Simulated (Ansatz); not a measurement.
An input for Ansatz 0.2.0 (Ti2CO2 (MXene monolayer)):

```yaml
crystal:
  lattice:
    - [3.0102786334, 0.0, 0.0]
    - [-1.5051393167, 2.606977769, 0.0]
    - [0.0, 0.0, 32.1]
  atoms:
    - { symbol: C, position: [0.0, 0.0, 0.5] }
    - { symbol: Ti, position: [0.3333333333, 0.6666666667, 0.5405404827] }
    - { symbol: Ti, position: [0.6666666667, 0.3333333333, 0.4594595173] }
    - { symbol: O, position: [0.6666666667, 0.3333333333, 0.5690138949] }
    - { symbol: O, position: [0.3333333333, 0.6666666667, 0.4309861051] }
  periodic: [true, true, false]
kpoints:
  mp_grid: { grid: [9, 9, 1] }
hamiltonian:
  xc: pbe
  pseudopotentials: { kind: paw, azcp: { folder: soft_1 } }
scf:
  occupations: { method: fixed }
  convergence: { dr2_threshold: 1.0e-10 }
gw:
  n_empty_bands: 335
  ecut_chi: 70.0
  qp_bands: [v2, c2]
  qp_kpoints: band_edges
  screening: { model: contour_deformation }
```

```sh
ansatz run input.yaml --threads 3 --pin off --max-ram 92160MiB --backend cuda --events-out ev --progress --plain --runs-dir out --devices 1 --max-vram 13GiB
```

**Question.** How long will it take on 1 × NVIDIA H100 80GB HBM3 (shared by 6 runs) with 3 threads of AMD EPYC 7R13 (Zen 3), shared host, and how much memory?

It took 43 s; on shared hardware allow 22 s to 86 s. Peak host memory was 1.8 GiB. The sizes that set the cost: 4763 plane waves a state, 12 irreducible k points, 355 bands summed, 319 plane waves in the screening and 14 SCF cycles.

The screening grows as filled bands × empty bands × pairs of k points, times the square of the screening basis for the matrix.

[Paths, hosts, dates, memory and timing lines, banners, echoed tables and standing remarks are left out of the program output.]

[Logs are printed without paths, hosts, clocks, repeated set-up lines and the standing remarks that a program may print on its own settings, such as how far it seeks lower states.]

[Runs of the session that timed out or met a known fault of the program may be left out.]

[Cells called generated may have been cut or substituted from an entry of the Crystallography Open Database or the Materials Project.]

[Hosts, paths, dates, database ids (printed as entryN), source tags and the programs' standing remarks are cut or masked in the printed files.]
